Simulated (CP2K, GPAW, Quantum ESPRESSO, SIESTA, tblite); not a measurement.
# (11,0) carbon nanotube bundle (176 atoms), the built cell with every atom moved at random

The starting structure: Graphene sheet (a = 2.46 Å) rolled into a (11,0) tube of diameter 8.61 Å, 4 periods, hexagonal bundle with 3.3 Å between walls; then minimised and run for 3 ps at 600 K (NVT) with a classical potential, last frame taken. Then every atom was moved at random, 0.03 Å r.m.s. a Cartesian component.

Geometry: the built cell with every atom moved at random. Computed with tblite 0.8.0: GFN1-xTB tight binding, diagonalisation; levels smeared at 580 K; periodic xTB differs between programs; Γ point.

Cell vectors (Å):

```
11.913 0.000 0.000
-5.957 10.317 0.000
0.000 0.000 17.043
```

Positions (Å):

```
1 C -2.02 8.25 1.34
2 C -1.99 9.48 0.69
3 C 3.93 0.34 1.31
4 C 3.78 1.58 0.68
5 C -1.69 9.55 3.52
6 C 4.10 0.41 2.72
7 C 3.20 2.71 1.39
8 C 2.36 3.53 0.70
9 C 3.83 1.58 3.43
10 C 3.37 2.82 2.81
11 C 1.26 4.11 1.47
12 C 0.14 4.18 0.72
13 C 2.53 3.69 3.51
14 C 1.34 4.05 2.78
15 C -1.06 4.09 1.36
16 C 9.75 3.65 0.69
17 C 0.13 4.36 3.54
18 C -1.06 4.21 2.76
19 C 8.82 2.85 1.51
20 C 7.94 2.01 0.79
21 C 9.75 3.57 3.57
22 C 8.86 2.75 2.90
23 C 7.64 0.77 1.41
24 C 1.61 9.83 0.70
25 C 8.06 1.89 3.60
26 C 7.50 0.71 2.84
27 C 1.94 8.63 1.51
28 C 2.67 7.72 0.70
29 C 1.41 9.78 3.53
30 C 1.90 8.60 2.88
31 C 3.64 7.03 1.40
32 C 4.66 6.34 0.70
33 C 2.58 7.67 3.57
34 C 3.56 7.01 2.85
35 C 5.90 6.02 1.45
36 C 7.15 6.09 0.63
37 C 4.74 6.55 3.61
38 C 5.89 6.09 2.82
39 C -3.56 6.49 1.40
40 C -2.61 7.20 0.70
41 C 7.01 6.27 3.53
42 C -3.66 6.52 2.78
43 C -2.67 7.28 3.49
44 C -1.98 8.30 2.66
45 C -2.12 8.38 5.64
46 C -1.85 9.53 4.91
47 C 4.08 0.35 5.54
48 C 3.61 1.61 4.87
49 C -1.77 9.55 7.72
50 C 4.07 0.40 7.05
51 C 3.18 2.69 5.66
52 C 2.38 3.62 4.99
53 C 3.98 1.62 7.76
54 C 3.44 2.69 7.07
55 C 1.34 4.15 5.68
56 C 0.15 4.37 4.94
57 C 2.38 3.54 7.80
58 C 1.30 4.06 7.11
59 C -1.07 4.16 5.67
60 C 9.82 3.58 5.00
61 C 0.12 4.19 7.80
62 C -1.16 4.19 7.12
63 C 8.79 2.87 5.72
64 C 8.12 1.92 4.96
65 C 9.68 3.71 7.75
66 C 8.98 2.86 7.06
67 C 7.61 0.73 5.56
68 C 1.72 9.90 4.92
69 C 8.17 1.84 7.72
70 C 7.74 0.65 7.09
71 C 2.18 8.74 5.62
72 C 2.73 7.62 5.00
73 C 1.54 9.77 7.79
74 C 2.00 8.66 7.07
75 C 3.59 6.81 5.69
76 C 4.74 6.37 5.03
77 C 2.68 7.67 7.83
78 C 3.68 6.89 7.04
79 C 5.84 5.99 5.68
80 C 7.12 6.31 4.86
81 C 4.72 6.36 7.80
82 C 5.89 5.96 7.19
83 C -3.76 6.75 5.68
84 C -2.68 7.29 4.98
85 C 7.09 6.20 7.82
86 C -3.81 6.80 7.09
87 C -2.80 7.42 7.86
88 C -1.96 8.30 7.10
89 C -2.11 8.40 9.97
90 C -1.66 9.55 9.17
91 C 4.23 0.49 9.90
92 C 3.87 1.58 9.19
93 C -1.78 9.58 12.05
94 C 4.05 0.47 11.37
95 C 3.22 2.68 10.02
96 C 2.36 3.51 9.25
97 C 3.85 1.68 12.11
98 C 3.31 2.70 11.35
99 C 1.39 4.16 9.94
100 C 0.08 4.28 9.20
101 C 2.33 3.48 12.12
102 C 1.27 4.08 11.34
103 C -1.15 4.03 9.92
104 C 9.62 3.67 9.25
105 C 0.09 4.20 12.08
106 C -1.06 3.98 11.37
107 C 8.73 2.95 9.88
108 C 7.93 1.98 9.17
109 C 9.72 3.61 12.05
110 C 8.67 2.80 11.43
111 C 7.52 0.82 9.85
112 C 1.63 9.89 9.21
113 C 8.02 2.01 12.18
114 C 7.56 0.82 11.42
115 C 1.98 8.74 9.87
116 C 2.65 7.68 9.21
117 C 1.49 9.91 12.07
118 C 1.82 8.60 11.35
119 C 3.60 6.93 9.99
120 C 4.66 6.28 9.30
121 C 2.63 7.71 12.08
122 C 3.50 6.86 11.37
123 C 5.94 6.05 10.05
124 C 7.16 6.07 9.25
125 C 4.74 6.36 12.04
126 C 5.88 6.10 11.39
127 C -3.64 6.51 10.00
128 C -2.76 7.37 9.31
129 C 7.12 6.13 12.05
130 C -3.51 6.41 11.36
131 C -2.67 7.33 12.09
132 C -2.14 8.39 11.38
133 C -2.02 8.34 14.16
134 C -1.60 9.49 13.50
135 C 4.32 0.43 14.20
136 C 3.82 1.63 13.50
137 C -1.91 9.61 16.42
138 C 4.30 0.46 15.75
139 C 3.17 2.60 14.27
140 C 2.35 3.40 13.51
141 C 3.97 1.67 16.41
142 C 3.42 2.80 15.64
143 C 1.26 3.94 14.17
144 C 0.07 4.28 13.48
145 C 2.40 3.61 16.36
146 C 1.37 4.07 15.65
147 C -1.10 4.10 14.29
148 C 9.70 3.68 13.55
149 C 0.17 4.18 16.34
150 C -1.09 4.22 15.63
151 C 8.73 3.00 14.26
152 C 8.00 2.00 13.60
153 C 9.68 3.66 16.38
154 C 8.72 2.96 15.74
155 C 7.61 0.82 14.28
156 C 1.58 9.94 13.53
157 C 7.95 1.99 16.42
158 C 7.66 0.77 15.67
159 C 2.09 8.78 14.32
160 C 2.67 7.80 13.49
161 C 1.55 9.83 16.38
162 C 1.91 8.75 15.69
163 C 3.54 6.91 14.18
164 C 4.63 6.45 13.49
165 C 2.59 7.56 16.32
166 C 3.62 6.85 15.59
167 C 5.87 6.32 14.16
168 C 7.12 6.19 13.45
169 C 4.72 6.37 16.31
170 C 5.88 6.23 15.64
171 C -3.59 6.43 14.16
172 C -2.60 7.23 13.46
173 C 7.20 6.05 16.26
174 C -3.59 6.39 15.61
175 C -2.45 7.17 16.35
176 C -2.09 8.41 15.61
```

Q: Give the force and the charge of every atom.

Columns: atom, q, fx, fy, fz (forces in eV/Å, q the Mulliken charge in e).

```
1 0.01 0.40 1.07 -0.54
2 0.02 1.10 -0.62 0.86
3 0.00 1.19 3.17 4.34
4 0.00 -0.63 1.13 2.96
5 -0.02 -1.52 -1.82 -3.99
6 0.00 -0.10 -1.20 1.71
7 0.00 2.25 -1.03 1.74
8 0.00 -0.58 1.87 0.19
9 0.00 -1.17 3.09 1.95
10 0.00 -0.38 -2.36 -1.34
11 0.01 3.60 -1.12 -3.69
12 0.01 -0.56 1.27 -3.11
13 -0.01 -2.03 -0.57 1.92
14 0.01 -0.20 1.85 5.31
15 0.01 -0.37 0.99 2.55
16 0.00 -2.84 -1.74 3.01
17 -0.01 0.83 -0.51 -1.10
18 -0.01 -1.59 -1.72 2.86
19 0.00 -0.20 1.11 -2.52
20 0.00 0.98 -1.25 -0.42
21 -0.01 2.59 1.84 -0.22
22 0.01 0.52 1.84 -1.39
23 0.00 -1.61 -1.46 1.33
24 0.00 -0.42 0.80 3.89
25 0.00 -1.79 -2.67 -2.13
26 -0.01 1.17 1.31 0.48
27 -0.01 -0.70 1.76 -3.98
28 0.01 -0.87 -1.00 -0.85
29 -0.02 1.97 1.38 0.22
30 0.02 -2.32 2.72 -0.33
31 0.00 0.78 -2.23 1.86
32 -0.01 1.89 -0.05 0.76
33 0.00 2.18 -2.28 1.45
34 -0.01 3.24 -1.53 -0.12
35 -0.01 -0.15 0.79 -4.37
36 0.00 0.07 -0.46 2.99
37 -0.02 -1.43 -1.53 -2.56
38 0.01 -4.08 1.15 0.94
39 0.00 -3.17 -1.96 -1.31
40 0.02 0.74 -1.07 -1.93
41 0.02 5.68 -0.52 -1.62
42 -0.01 0.40 1.18 1.85
43 -0.01 0.23 0.05 0.45
44 0.00 -0.15 0.30 8.32
45 0.01 1.65 -1.85 2.76
46 0.02 1.30 -3.55 -2.97
47 0.00 -1.86 8.21 4.80
48 -0.01 3.53 -3.23 -0.07
49 0.02 1.33 -1.55 3.54
50 -0.01 1.25 1.61 -3.08
51 0.01 1.99 -0.99 0.40
52 0.01 2.08 0.12 -3.25
53 0.01 -0.88 -0.68 0.67
54 -0.01 -4.25 2.66 0.09
55 0.01 -1.82 0.87 0.83
56 0.00 -0.81 0.27 0.83
57 -0.01 3.51 -1.91 0.69
58 0.00 0.83 0.09 -1.76
59 -0.01 1.15 0.82 1.71
60 0.00 -2.49 0.09 -2.38
61 0.00 -2.64 1.82 1.03
62 0.00 4.97 1.26 -2.63
63 -0.01 2.23 0.85 -2.82
64 0.02 -1.97 -1.65 1.49
65 0.01 0.69 1.82 5.85
66 0.02 -6.57 -4.88 -0.39
67 -0.01 1.37 3.11 5.84
68 0.02 -1.26 -4.55 -2.36
69 -0.02 -0.97 0.36 2.44
70 0.00 -0.71 2.45 -2.80
71 -0.01 -1.89 -0.61 2.97
72 0.01 -2.21 2.11 -1.79
73 0.00 1.11 1.78 -0.20
74 0.01 0.72 -0.44 -0.80
75 0.01 0.64 -0.21 -0.32
76 0.02 -1.84 -0.14 -3.25
77 -0.01 0.97 -0.70 -2.74
78 0.00 -2.67 0.75 4.17
79 -0.03 4.68 0.69 2.05
80 0.00 -3.71 -1.96 5.35
81 0.01 -0.52 -1.31 3.62
82 0.00 -0.42 0.30 -4.57
83 0.02 0.81 -0.67 -0.58
84 -0.01 -0.10 0.99 -3.09
85 0.01 0.18 -0.84 2.18
86 0.00 1.18 -1.20 0.44
87 0.01 1.02 -0.09 -0.11
88 -0.02 -1.97 0.91 -1.86
89 0.01 1.22 1.28 -1.26
90 -0.02 -1.23 -0.10 1.11
91 0.00 -0.52 -2.71 1.41
92 0.00 -0.33 3.37 0.32
93 0.00 0.25 -0.83 1.78
94 0.00 1.79 0.87 -0.99
95 0.00 1.88 -1.42 -5.40
96 0.01 2.00 -0.41 -1.65
97 0.01 0.90 -3.00 -0.74
98 0.00 -2.40 2.22 2.94
99 0.00 -5.07 0.39 0.27
100 -0.01 1.03 -0.42 1.32
101 -0.01 1.16 -0.02 -2.63
102 0.00 2.42 -0.52 1.41
103 0.00 3.05 1.42 1.31
104 0.00 3.13 2.05 -3.87
105 0.01 0.40 0.80 0.23
106 0.01 -1.88 0.77 -2.67
107 0.00 -5.13 -4.22 4.80
108 -0.01 1.36 -0.51 -1.76
109 -0.02 -2.03 -0.87 3.20
110 0.01 5.45 7.06 -5.66
111 -0.01 0.47 0.19 4.12
112 0.01 -1.31 0.44 -1.00
113 0.02 -4.47 -6.12 1.14
114 -0.01 -0.73 0.12 -2.73
115 0.01 -0.50 -2.42 4.04
116 0.00 0.21 0.25 0.58
117 0.00 1.18 -1.91 0.98
118 -0.02 0.55 3.64 -1.11
119 0.01 -0.28 -1.19 -1.45
120 -0.03 1.86 0.96 -1.12
121 0.02 -0.96 0.35 0.19
122 -0.01 2.86 -0.58 0.88
123 0.01 -2.04 -0.42 -6.12
124 -0.02 -1.53 0.46 0.66
125 -0.01 -5.82 1.69 2.79
126 0.02 2.48 -0.52 0.50
127 0.01 0.72 0.26 -2.07
128 -0.01 -0.08 -0.65 -2.69
129 0.00 2.45 -0.21 1.48
130 -0.02 -2.71 0.60 1.96
131 0.01 -0.25 -1.84 -1.06
132 0.00 1.27 0.93 -0.40
133 0.01 0.39 -0.63 2.21
134 0.00 -1.22 2.18 -1.12
135 -0.01 -0.76 0.74 1.91
136 0.00 2.13 -2.64 1.68
137 0.01 0.75 -3.38 -6.33
138 -0.02 -0.82 1.60 -4.46
139 0.02 2.56 0.33 0.32
140 0.00 -1.54 1.46 -0.45
141 0.01 -0.11 0.87 -4.75
142 -0.02 -1.65 -0.86 1.25
143 0.00 0.08 1.91 2.28
144 -0.01 0.76 -0.89 1.42
145 0.01 4.09 -2.38 -0.22
146 0.00 -2.84 0.39 -3.83
147 0.02 0.38 1.24 -3.63
148 -0.01 -0.04 0.14 -2.52
149 0.00 -2.13 1.27 0.71
150 -0.02 0.18 -1.48 3.09
151 0.00 -1.18 -1.22 1.93
152 0.00 -0.20 0.25 -0.46
153 0.01 2.33 2.13 -0.83
154 0.00 -1.79 -0.87 -3.52
155 0.01 0.00 -0.07 -0.76
156 -0.01 0.74 -1.38 0.11
157 0.00 0.03 -1.33 -1.22
158 0.00 -0.91 1.40 2.06
159 0.00 -2.39 1.45 -4.18
160 0.00 -0.10 -1.09 1.30
161 0.01 0.10 3.50 -0.17
162 0.01 2.46 -6.00 -1.58
163 0.00 -0.29 0.45 0.64
164 0.00 3.23 -1.05 -2.41
165 -0.02 -0.10 2.92 0.73
166 0.01 -2.64 1.43 0.45
167 -0.01 0.69 -1.38 1.71
168 0.00 -1.07 0.04 0.38
169 0.01 -1.26 0.08 1.76
170 0.00 3.08 -1.28 -3.23
171 -0.01 0.63 0.93 1.26
172 0.00 -0.64 0.44 1.81
173 0.00 -3.81 0.45 2.15
174 0.01 4.78 2.09 -2.22
175 -0.03 -3.82 0.47 -3.07
176 -0.01 0.49 -2.37 0.39
```

Only the Γ point is sampled, in a cell whose shortest periodic width is 10 Å.

The r.m.s. force component is 2.20 eV/Å; the longest force, 10.6 eV/Å, acts on C110.

[Logs are printed without paths, hosts, clocks, repeated set-up lines and the standing remarks that a program may print on its own settings, such as how far it seeks lower states.]

[Hosts, paths, dates, database ids (printed as entryN), source tags and the programs' standing remarks are cut or masked in the printed files.]
